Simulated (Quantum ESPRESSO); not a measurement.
# BAs (F-43m): a volume series of phonon spectra, part 5 of 8

Wanted: mode Grüneisen parameters of BAs and a free-energy fit over volumes.

Measurements to reproduce:
- volume expansion coefficient 11.55 1e-6/K near room temperature (given in “Basic Physical Properties of Cubic Boron Arsenide (three times its linear coefficient)”, 2019, arxiv:1911.11281)
- volume expansion coefficient 10.8 1e-6/K near room temperature (given in “Thermal expansion coefficients of high thermal conducting BAs and BP materials (three times its linear coefficient)”, 2019, arxiv:1906.04101)

Quantum ESPRESSO 7.5; DFT PBE, scalar-relativistic, plane waves, GBRV ultrasoft pseudopotentials.

So far. Step 4 (Self-consistent run): On a basis chosen for the relaxed cell the pressure is 0.01 GPa, small enough for phonons. Step 5 (Zone-centre response): The Born charges sum to zero within 0.0038 e; the rest is removed before use. Acoustic frequencies in this log differ from zero by the error of the sum rule, which ph.x does not impose.

**6. Forces on a displaced cell**

One atom (for the harmonic constants) or a pair of atoms (for the cubic ones) is moved by a few hundredths of an ångström; the forces on all atoms give a column of force constants. The threshold is tight because the forces are small.

System of this step: BAs. The cell holds 54 atoms: 27 B and 27 As. Cell: a = 10.224 Å, b = 10.224 Å, c = 10.224 Å, α = 60.0°, β = 60.0°, γ = 60.0°. It derives from BAs, repeated 3×3×3.

Input file disp-00001.in:

```
&CONTROL
  calculation = 'scf'
  prefix      = 'x'
  outdir      = './tmp'
  pseudo_dir  = './pseudo'
  tprnfor     = .true.
  disk_io     = 'none'
/
&SYSTEM
  ibrav       = 0
  nat         = 54
  ntyp        = 2
  ecutwfc     = 40.0
  ecutrho     = 240.0
  occupations = 'fixed'
  nbnd        = 110
/
&ELECTRONS
  conv_thr         = 1.0d-11
  mixing_beta      = 0.7
  electron_maxstep = 100
/
ATOMIC_SPECIES
 B      10.8100  B.upf
 As     74.9216  As.upf
CELL_PARAMETERS angstrom
     0.000000000    7.229131404    7.229131404
     7.229131404    0.000000000    7.229131404
     7.229131404    7.229131404    0.000000000
ATOMIC_POSITIONS crystal
 B      0.001956270   0.000000000   0.000000000
 B      0.333333333   0.000000000   0.000000000
 B      0.666666667   0.000000000   0.000000000
 B      0.000000000   0.333333333   0.000000000
 B      0.333333333   0.333333333   0.000000000
 B      0.666666667   0.333333333   0.000000000
 B      0.000000000   0.666666667   0.000000000
 B      0.333333333   0.666666667   0.000000000
 B      0.666666667   0.666666667   0.000000000
 B      0.000000000   0.000000000   0.333333333
 B      0.333333333   0.000000000   0.333333333
 B      0.666666667   0.000000000   0.333333333
 B      0.000000000   0.333333333   0.333333333
 B      0.333333333   0.333333333   0.333333333
 B      0.666666667   0.333333333   0.333333333
 B      0.000000000   0.666666667   0.333333333
 B      0.333333333   0.666666667   0.333333333
 B      0.666666667   0.666666667   0.333333333
 B      0.000000000   0.000000000   0.666666667
 B      0.333333333   0.000000000   0.666666667
 B      0.666666667   0.000000000   0.666666667
 B      0.000000000   0.333333333   0.666666667
 B      0.333333333   0.333333333   0.666666667
 B      0.666666667   0.333333333   0.666666667
 B      0.000000000   0.666666667   0.666666667
 B      0.333333333   0.666666667   0.666666667
 B      0.666666667   0.666666667   0.666666667
 As     0.083333333   0.083333333   0.083333333
 As     0.416666667   0.083333333   0.083333333
 As     0.750000000   0.083333333   0.083333333
 As     0.083333333   0.416666667   0.083333333
 As     0.416666667   0.416666667   0.083333333
 As     0.750000000   0.416666667   0.083333333
 As     0.083333333   0.750000000   0.083333333
 As     0.416666667   0.750000000   0.083333333
 As     0.750000000   0.750000000   0.083333333
 As     0.083333333   0.083333333   0.416666667
 As     0.416666667   0.083333333   0.416666667
 As     0.750000000   0.083333333   0.416666667
 As     0.083333333   0.416666667   0.416666667
 As     0.416666667   0.416666667   0.416666667
 As     0.750000000   0.416666667   0.416666667
 As     0.083333333   0.750000000   0.416666667
 As     0.416666667   0.750000000   0.416666667
 As     0.750000000   0.750000000   0.416666667
 As     0.083333333   0.083333333   0.750000000
 As     0.416666667   0.083333333   0.750000000
 As     0.750000000   0.083333333   0.750000000
 As     0.083333333   0.416666667   0.750000000
 As     0.416666667   0.416666667   0.750000000
 As     0.750000000   0.416666667   0.750000000
 As     0.083333333   0.750000000   0.750000000
 As     0.416666667   0.750000000   0.750000000
 As     0.750000000   0.750000000   0.750000000
K_POINTS automatic
 3 3 3 0 0 0
```

On the command line:

```bash
> OMP_NUM_THREADS=1 mpirun -n 4 pw.x -nk 4 -in disp-00001.in > disp-00001.out
```

What it wrote:

```text
[banner, memory and clock lines left out]
Program PWSCF v.7.5

     Message from routine setup:
     using ibrav=0 with symmetry is DISCOURAGED, use correct ibrav instead

     G-vector sticks info

     bravais-lattice index     =            0
     lattice parameter (alat)  =      19.3197  a.u.
     unit-cell volume          =    5098.9993 (a.u.)^3
     number of atoms/cell      =           54
     number of atomic types    =            2
     number of electrons       =       216.00
     number of Kohn-Sham states=          110
     kinetic-energy cutoff     =      40.0000  Ry
     charge density cutoff     =     240.0000  Ry
     scf convergence threshold =      1.0E-11
     mixing beta               =       0.7000
     number of iterations used =            8  plain     mixing
     Exchange-correlation= SLA  PW   PBE  PBE
                           (   1   4   3   4   0   0   0)

     celldm(1)=  19.319682  celldm(2)=   0.000000  celldm(3)=   0.000000
     celldm(4)=   0.000000  celldm(5)=   0.000000  celldm(6)=   0.000000

     crystal axes: (cart. coord. in units of alat)
               a(1) = (   0.000000   0.707107   0.707107 )
               a(2) = (   0.707107   0.000000   0.707107 )
               a(3) = (   0.707107   0.707107   0.000000 )

     reciprocal axes: (cart. coord. in units 2 pi/alat)
               b(1) = ( -0.707107  0.707107  0.707107 )
               b(2) = (  0.707107 -0.707107  0.707107 )
               b(3) = (  0.707107  0.707107 -0.707107 )

     PseudoPot. # 1 for B  read from file:
     ./pseudo/B.upf
     Pseudo is Ultrasoft + core correction, Zval =  3.0
     Using radial grid of  781 points,  4 beta functions with:
                l(1) =   0
                l(2) =   0
                l(3) =   1
                l(4) =   1
     Q(r) pseudized with  8 coefficients,  rinner =    1.100   1.100   1.100

     PseudoPot. # 2 for As read from file:
     ./pseudo/As.upf
     Pseudo is Ultrasoft + core correction, Zval =  5.0
     Using radial grid of  875 points,  6 beta functions with:
                l(1) =   0
                l(2) =   0
                l(3) =   1
                l(4) =   1
                l(5) =   2
                l(6) =   2
     Q(r) pseudized with  8 coefficients,  rinner =    1.300   1.300   1.300
                                                       1.300   1.300

     atomic species   valence    mass     pseudopotential
     B                 3.00    10.81000     B ( 1.00)
     As                5.00    74.92160     As( 1.00)

      2 Sym. Ops. (no inversion) found

   Cartesian axes

     site n.     atom                  positions (alat units)
         1        B      tau(   1) = (   0.0000000   0.0013833   0.0013833  )
         2        B      tau(   2) = (   0.0000000   0.2357023   0.2357023  )
         3        B      tau(   3) = (   0.0000000   0.4714045   0.4714045  )
         4        B      tau(   4) = (   0.2357023   0.0000000   0.2357023  )
         5        B      tau(   5) = (   0.2357023   0.2357023   0.4714045  )
         6        B      tau(   6) = (   0.2357023   0.4714045   0.7071068  )
         7        B      tau(   7) = (   0.4714045   0.0000000   0.4714045  )
         8        B      tau(   8) = (   0.4714045   0.2357023   0.7071068  )
         9        B      tau(   9) = (   0.4714045   0.4714045   0.9428090  )
        10        B      tau(  10) = (   0.2357023   0.2357023   0.0000000  )
        11        B      tau(  11) = (   0.2357023   0.4714045   0.2357023  )
        12        B      tau(  12) = (   0.2357023   0.7071068   0.4714045  )
        13        B      tau(  13) = (   0.4714045   0.2357023   0.2357023  )
        14        B      tau(  14) = (   0.4714045   0.4714045   0.4714045  )
        15        B      tau(  15) = (   0.4714045   0.7071068   0.7071068  )
        16        B      tau(  16) = (   0.7071068   0.2357023   0.4714045  )
[...]
20        B      tau(  20) = (   0.4714045   0.7071068   0.2357023  )
        21        B      tau(  21) = (   0.4714045   0.9428090   0.4714045  )
        22        B      tau(  22) = (   0.7071068   0.4714045   0.2357023  )
        23        B      tau(  23) = (   0.7071068   0.7071068   0.4714045  )
        24        B      tau(  24) = (   0.7071068   0.9428090   0.7071068  )
        25        B      tau(  25) = (   0.9428090   0.4714045   0.4714045  )
        26        B      tau(  26) = (   0.9428090   0.7071068   0.7071068  )
        27        B      tau(  27) = (   0.9428090   0.9428090   0.9428090  )
        28        As     tau(  28) = (   0.1178511   0.1178511   0.1178511  )
        29        As     tau(  29) = (   0.1178511   0.3535534   0.3535534  )
        30        As     tau(  30) = (   0.1178511   0.5892557   0.5892557  )
        31        As     tau(  31) = (   0.3535534   0.1178511   0.3535534  )
        32        As     tau(  32) = (   0.3535534   0.3535534   0.5892557  )
        33        As     tau(  33) = (   0.3535534   0.5892557   0.8249579  )
        34        As     tau(  34) = (   0.5892557   0.1178511   0.5892557  )
        35        As     tau(  35) = (   0.5892557   0.3535534   0.8249579  )
        36        As     tau(  36) = (   0.5892557   0.5892557   1.0606602  )
        37        As     tau(  37) = (   0.3535534   0.3535534   0.1178511  )
        38        As     tau(  38) = (   0.3535534   0.5892557   0.3535534  )
        39        As     tau(  39) = (   0.3535534   0.8249579   0.5892557  )
        40        As     tau(  40) = (   0.5892557   0.3535534   0.3535534  )
        41        As     tau(  41) = (   0.5892557   0.5892557   0.5892557  )
        42        As     tau(  42) = (   0.5892557   0.8249579   0.8249579  )
        43        As     tau(  43) = (   0.8249579   0.3535534   0.5892557  )
[...]
47        As     tau(  47) = (   0.5892557   0.8249579   0.3535534  )
        48        As     tau(  48) = (   0.5892557   1.0606602   0.5892557  )
        49        As     tau(  49) = (   0.8249579   0.5892557   0.3535534  )
        50        As     tau(  50) = (   0.8249579   0.8249579   0.5892557  )
        51        As     tau(  51) = (   0.8249579   1.0606602   0.8249579  )
        52        As     tau(  52) = (   1.0606602   0.5892557   0.5892557  )
        53        As     tau(  53) = (   1.0606602   0.8249579   0.8249579  )
        54        As     tau(  54) = (   1.0606602   1.0606602   1.0606602  )

     number of k points=    10
                       cart. coord. in units 2pi/alat
        k(    1) = (   0.0000000   0.0000000   0.0000000), wk =   0.0740741
[...]
iteration # 10     ecut=    40.00 Ry     beta= 0.70
     Davidson diagonalization with overlap
     ethr =  5.92E-10,  avg # of iterations =  5.0

     total energy              =   -1260.01186255 Ry
     estimated scf accuracy    <       0.00000008 Ry

     iteration # 11     ecut=    40.00 Ry     beta= 0.70
     Davidson diagonalization with overlap
     ethr =  3.64E-11,  avg # of iterations =  5.2

     total energy              =   -1260.01186264 Ry
     estimated scf accuracy    <       0.00000003 Ry

     iteration # 12     ecut=    40.00 Ry     beta= 0.70
     Davidson diagonalization with overlap
     ethr =  1.59E-11,  avg # of iterations =  3.6

     total energy              =   -1260.01186259 Ry
     estimated scf accuracy    <       0.00000016 Ry

     iteration # 13     ecut=    40.00 Ry     beta= 0.70
     Davidson diagonalization with overlap
     ethr =  1.59E-11,  avg # of iterations =  3.0

     total energy              =   -1260.01186260 Ry
     estimated scf accuracy    <       0.00000002 Ry

     iteration # 14     ecut=    40.00 Ry     beta= 0.70
     Davidson diagonalization with overlap
     ethr =  1.05E-11,  avg # of iterations =  4.1

     total energy              =   -1260.01186260 Ry
     estimated scf accuracy    <          1.7E-10 Ry

     iteration # 15     ecut=    40.00 Ry     beta= 0.70
     Davidson diagonalization with overlap
     ethr =  1.00E-13,  avg # of iterations =  6.1

     total energy              =   -1260.01186260 Ry
     estimated scf accuracy    <          3.0E-10 Ry

     iteration # 16     ecut=    40.00 Ry     beta= 0.70
     Davidson diagonalization with overlap
     ethr =  1.00E-13,  avg # of iterations =  2.0

     total energy              =   -1260.01186260 Ry
     estimated scf accuracy    <          5.4E-11 Ry

     iteration # 17     ecut=    40.00 Ry     beta= 0.70
     Davidson diagonalization with overlap
     ethr =  1.00E-13,  avg # of iterations =  1.0

     total energy              =   -1260.01186260 Ry
     estimated scf accuracy    <          2.7E-11 Ry

     iteration # 18     ecut=    40.00 Ry     beta= 0.70
     Davidson diagonalization with overlap
     ethr =  1.00E-13,  avg # of iterations =  1.0

     End of self-consistent calculation

          k = 0.0000 0.0000 0.0000 ( 22075 PWs)   bands (ev):

    -6.8643  -5.2009  -5.1946  -5.1939  -5.1939  -5.1939  -5.1939  -5.1932
    -5.1873  -4.5933  -4.5880  -4.5880  -4.5880  -4.5880  -4.5828  -3.1856
    -3.1751  -3.1745  -3.1739  -3.1738  -3.1735  -3.1735  -3.1733  -3.1731
    -3.1726  -3.1720  -3.1617   0.5494   0.5562   0.5570   0.5575   0.5577
     0.5585   0.5585   0.5593   0.5595   0.5600   0.5608   0.5675   1.6750
     1.6785   1.6812   1.6813   1.6813   1.6813   1.6839   1.6873   2.3861
     2.3882   2.3925   2.3937   2.3941   2.3946   2.3946   2.3949   2.3955
     2.3957   2.3971   2.4001   2.4062   2.4080   2.4085   2.4095   2.4098
     2.4171   4.9291   4.9361   4.9368   4.9373   4.9376   4.9376   4.9376
     4.9377   4.9380   4.9384   4.9391   4.9457   5.3220   5.3263   5.3295
     5.3296   5.3296   5.3303   5.3303   5.3309   5.3310   5.3310   5.3343
     5.3388   6.8041   6.8191   6.8213   6.8216   6.8224   6.8224   6.8228
     6.8228   6.8228   6.8229   6.8232   6.8233   6.8240   6.8243   6.8267
     6.8418   8.2889   8.2940   8.2993   9.5971   9.5989

          k = 0.2357 0.2357-0.2357 ( 21791 PWs)   bands (ev):

    -6.6668  -6.0880  -5.3516  -5.3490  -5.3466  -5.1443  -5.1418  -5.1393
    -4.7021  -4.6994  -4.6969  -4.2716  -3.9480  -3.9452  -3.9426  -3.7781
    -3.7753  -3.7726  -3.1733  -3.1687  -3.1684  -3.1683  -3.1680  -3.1638
[...]
7.3202   7.3270   7.9416   7.9492   9.9748   9.9791

          k = 0.4714 0.0000-0.0000 ( 21740 PWs)   bands (ev):

[...]
7.3507   7.3528   7.3529   7.3551   9.5543  10.1486

          k =-0.0000-0.4714 0.4714 ( 21800 PWs)   bands (ev):

[...]
6.7529   6.9788   6.9790   7.9277   9.8825  10.8470

          k =-0.2357 0.2357 0.2357 ( 21791 PWs)   bands (ev):

[...]
7.3205   7.3244   7.9414   7.9457   9.9771   9.9796

          k = 0.2357 0.2357 0.2357 ( 21791 PWs)   bands (ev):

[...]
7.3227   7.3267   7.9449   7.9494   9.9772   9.9808

          k =-0.0000 0.4714 0.0000 ( 21740 PWs)   bands (ev):

[...]
7.3507   7.3524   7.3531   7.3610   9.5543  10.1487

          k =-0.0000-0.4714-0.4714 ( 21800 PWs)   bands (ev):

[...]
6.7530   6.9749   6.9830   7.9276   9.8827  10.8473

          k =-0.4714-0.0000-0.4714 ( 21800 PWs)   bands (ev):

[...]
6.7554   6.9751   6.9799   7.9309   9.8843  10.8423

          k = 0.4714 0.0000-0.4714 ( 21800 PWs)   bands (ev):

[...]
0.8279   0.8333   1.2797   1.2827   1.8842   1.8879   1.8898   1.8903
     2.3525   2.8418   2.8432   3.3360   3.3390   3.3401   3.3418   3.6632
     3.7116   3.7148   3.7388   3.7418   3.7475   3.7498   3.8676   4.0007
     4.0013   4.1996   4.2020   4.2035   4.2063   4.3428   4.3456   4.4024
     4.4030   4.4039   4.4112   4.4479   4.6149   4.6158   4.6173   4.6192
     4.9040   4.9081   5.1302   5.1312   5.3342   5.3385   5.3895   5.3917
     5.5102   5.6111   5.6128   5.6138   5.6202   6.0660   6.0698   6.0711
     6.0730   6.2660   6.2707   6.4547   6.6766   6.6801   6.6831   6.6860
     6.7508   6.9778   6.9829   7.9244   9.8810  10.7947

     highest occupied, lowest unoccupied level (ev):     8.2993    9.5543

!    total energy              =   -1260.01186260 Ry
     estimated scf accuracy    <          6.2E-13 Ry

     The total energy is the sum of the following terms:
     one-electron contribution =     172.49538663 Ry
     hartree contribution      =      34.42430240 Ry
     xc contribution           =    -933.46729766 Ry
     ewald contribution        =    -533.46425398 Ry

     convergence has been achieved in  18 iterations

     Forces acting on atoms (cartesian axes, Ry/au):

     atom    1 type  1   force =    -0.00032382   -0.00877528   -0.00877528
     atom    2 type  1   force =     0.00020481    0.00027519    0.00027519
     atom    3 type  1   force =    -0.00020046    0.00026139    0.00026139
     atom    4 type  1   force =     0.00004222   -0.00023695    0.00002645
     atom    5 type  1   force =    -0.00000020    0.00003496    0.00003465
     atom    6 type  1   force =    -0.00004047    0.00002200   -0.00023685
     atom    7 type  1   force =     0.00024205   -0.00044161    0.00022649
     atom    8 type  1   force =    -0.00024601    0.00022728   -0.00043777
     atom    9 type  1   force =    -0.00000039    0.00003483    0.00003477
     atom   10 type  1   force =     0.00004222    0.00002645   -0.00023695
     atom   11 type  1   force =    -0.00000020    0.00003465    0.00003496
     atom   12 type  1   force =    -0.00004047   -0.00023685    0.00002200
     atom   13 type  1   force =     0.00004015   -0.00000538   -0.00000538
     atom   14 type  1   force =    -0.00004014   -0.00000529   -0.00000529
     atom   15 type  1   force =     0.00000002    0.00002886    0.00002886
     atom   16 type  1   force =    -0.00000036   -0.00001708   -0.00001721
[...]
atom   47 type  2   force =    -0.00000745   -0.00006990   -0.00005232
     atom   48 type  2   force =     0.00000878   -0.00005203   -0.00006977
     atom   49 type  2   force =    -0.00006262   -0.00001496    0.00002239
     atom   50 type  2   force =     0.00000007   -0.00001333   -0.00001377
     atom   51 type  2   force =     0.00006251    0.00002314   -0.00001573
     atom   52 type  2   force =    -0.00007552   -0.00000730   -0.00000730
     atom   53 type  2   force =     0.00007442   -0.00000720   -0.00000720
     atom   54 type  2   force =    -0.00000000   -0.00002349   -0.00002349

     Total force =     0.014632     Total SCF correction =     0.000001
     Message from routine punch:
     Nothing written, as per user request (disk_io='none')
```

Elapsed: 15 min, on 4 MPI ranks of Arm Neoverse V1, shared host.

Numbers from this step:

```yaml
gap_on_the_k_mesh: 1.255 eV
```

Force (size) by element, in eV/Å:

| element | atoms | mean | spread (r.m.s.) | least | largest |
| --- | --- | --- | --- | --- | --- |
| B | 27 | 0.016 | 0.060 | 0.001 | 0.319 |
| As | 27 | 0.015 | 0.035 | 0.000 | 0.137 |

The atoms with the largest values:

| atom | x, y, z (Å) | force (eV/Å) |
| --- | --- | --- |
| B1 | 0.00, 0.01, 0.01 | -0.008, -0.226, -0.226 |
| As28 | 1.20, 1.20, 1.20 | 0.060, 0.087, 0.087 |
| As30 | 1.20, 6.02, 6.02 | -0.052, 0.082, 0.082 |
| As34 | 6.02, 1.20, 6.02 | 0.001, 0.028, 0.029 |
| As46 | 6.02, 6.02, 1.20 | 0.001, 0.029, 0.028 |
| B7 | 4.82, 0.00, 4.82 | 0.006, -0.011, 0.006 |
| B19 | 4.82, 4.82, 0.00 | 0.006, 0.006, -0.011 |
| B20 | 4.82, 7.23, 2.41 | -0.006, -0.011, 0.006 |

At this level the gap is 1.25 eV on the k-mesh of the self-consistent run, which can miss the band edges.

**7. Forces on a displaced cell**

One atom (for the harmonic constants) or a pair of atoms (for the cubic ones) is moved by a few hundredths of an ångström; the forces on all atoms give a column of force constants. The threshold is tight because the forces are small.

disp-00002.in, as its differences from disp-00001.in of step 6:

```diff
@@ -30,3 +30,3 @@
 ATOMIC_POSITIONS crystal
- B      0.001956270   0.000000000   0.000000000
+ B      0.000000000   0.000000000   0.000000000
  B      0.333333333   0.000000000   0.000000000
@@ -57,3 +57,3 @@
  B      0.666666667   0.666666667   0.666666667
- As     0.083333333   0.083333333   0.083333333
+ As     0.085289604   0.083333333   0.083333333
  As     0.416666667   0.083333333   0.083333333
```

On the command line:

```bash
> OMP_NUM_THREADS=1 mpirun -n 4 pw.x -nk 4 -in disp-00002.in > disp-00002.out
```

What it wrote:

```text
[banner, memory and clock lines left out]
Program PWSCF v.7.5

     Message from routine setup:
     using ibrav=0 with symmetry is DISCOURAGED, use correct ibrav instead

     G-vector sticks info

     bravais-lattice index     =            0
     lattice parameter (alat)  =      19.3197  a.u.
     unit-cell volume          =    5098.9993 (a.u.)^3
     number of atoms/cell      =           54
     number of atomic types    =            2
     number of electrons       =       216.00
[...]
atom    1 type  1   force =     0.00204463    0.00318042    0.00318042
     atom    2 type  1   force =    -0.00231647    0.00339875    0.00339875
     atom    3 type  1   force =     0.00000003    0.00004521    0.00004521
[...]
atom   53 type  2   force =    -0.00000021    0.00001810    0.00001810
     atom   54 type  2   force =    -0.00006676    0.00000107    0.00000107

     Total force =     0.016788     Total SCF correction =     0.000002
     Message from routine punch:
     Nothing written, as per user request (disk_io='none')
[key lines of the parts left out:]
!    total energy              =   -1260.01181830 Ry
convergence has been achieved in  18 iterations
```

Run time: 15 min. Hardware: 4 MPI ranks; 61 min of CPU time.

(Part 5 of 8 ends here.)

[Logs are printed without paths, hosts, clocks, repeated set-up lines and the standing remarks that a program may print on its own settings, such as how far it seeks lower states.]

[Hosts, paths, dates, database ids (printed as entryN), source tags and the programs' standing remarks are cut or masked in the printed files.]

[A step with changed settings may run another functional than the one named; its input shows which.]

[Of the runs on displaced cells, only some may be shown.]
